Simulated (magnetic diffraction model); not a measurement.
# Yb2DyGa8Ir3: what an assumed order does to the neutron pattern

Space group Immm (no. 71), a = 4.1700 Å, b = 9.9750 Å, c = 12.2770 Å.

| site | atom | x | y | z |
| --- | --- | --- | --- | --- |
| 4g | Ir | 0 | 0.2236 | 0 |
| 2b | Ir | 1/2 | 0 | 0 |
| 4i | Yb | 1/2 | 1/2 | 0.3316 |
| 2c | Dy | 1/2 | 1/2 | 0 |
| 8l | Ga | 0 | 0.6284 | 0.8341 |
| 8l | Ga | 1/2 | 0.2191 | 0.1258 |

This is a made-up structure (elements placed in a structure type, unrelaxed), so the numbers test the method and describe no known phase.

Only Yb and Dy are taken to order (form factors of Yb3+ and Dy3+); orders and moment sizes are assumed, and not adapted to the symmetry. Radiation: neutrons of λ = 2.52 Å (absorption by Dy and Ir left out), 3° to 70°; isotropic B of 0.21 Å² (Ir), 0.14 Å² (Yb), 0.19 Å² (Dy) and 0.26 Å² (Ga). The intensities are simulated: I ∝ L Σ (|F_N|² + |F_M⊥|²) for unpolarised neutrons, with F_M = 2.695 fm/μB × Σ f(s) S exp(2πi Q·r) exp(−B s²) at Q = H ± k (one set where k and −k are equivalent), only the part normal to Q counting and L = 1/(sin²θ cos θ). For collinear order S is the moment m, which repeats by lattice and centring translations R with the sign exp(−2πi k·R). Form factors are spin-only for 3d ions and dipole or tabulated for f ions, scattering lengths are Sears's of 1992, and absorption is left out. A label names one of the reflections at its angle. The strongest nuclear line in the range is 100, and lines under 0.2 are left out.

Assume the order k = (0 0 0), collinear moments along [010], 3 μB on Yb and 8.1 μB on Dy; signs + at (1/2, 1/2, 0.3316), + at (1/2, 1/2, 0.6684), + at (1/2, 1/2, 0).

Predict the pattern, nuclear and magnetic parts apart.

```tsv
2θ (°)	index	nuclear	magnetic
18.73	(0 1 1)	0.5	3.8
23.69	(0 0 2)	7.3	2.7
37.22	(1 0 1)	0.0	2.3
37.99	(0 2 2)	0.3	0.8
38.23	(1 1 0)	1.1	14.2
38.88	(0 1 3)	1.7	13.7
45.48	(1 1 2)	0.9	2.4
46.23	(0 3 1)	0.2	0.1
48.03	(1 2 1)	5.1	1.6
48.48	(0 0 4)	0.2	0.7
51.11	(1 0 3)	12.3	9.1
57.64	(0 2 4)	3.6	0.7
57.98	(1 3 0)	22.4	2.7
58.45	(0 3 3)	17.0	2.7
59.99	(1 2 3)	100.0	9.7
60.70	(0 4 0)	11.1	0.0
63.36	(1 1 4)	2.3	1.4
63.52	(1 3 2)	8.6	0.6
63.80	(0 1 5)	0.0	0.6
66.10	(0 4 2)	10.8	0.1
```

The strongest magnetic line in the range is (1 1 0) at 38.23° (14.2). On top of the Lorentz factor, which all lines share, magnetic lines fade with angle because f falls: for Yb3+ it is 0.97, 0.88, 0.76 and 0.51 at sin θ/λ = 0.1, 0.2, 0.3 and 0.5 Å⁻¹, while nuclear lengths stay constant. The net moment is 14.10 μB a primitive cell.

[Logs are printed without paths, hosts, clocks, repeated set-up lines and the standing remarks that a program may print on its own settings, such as how far it seeks lower states.]
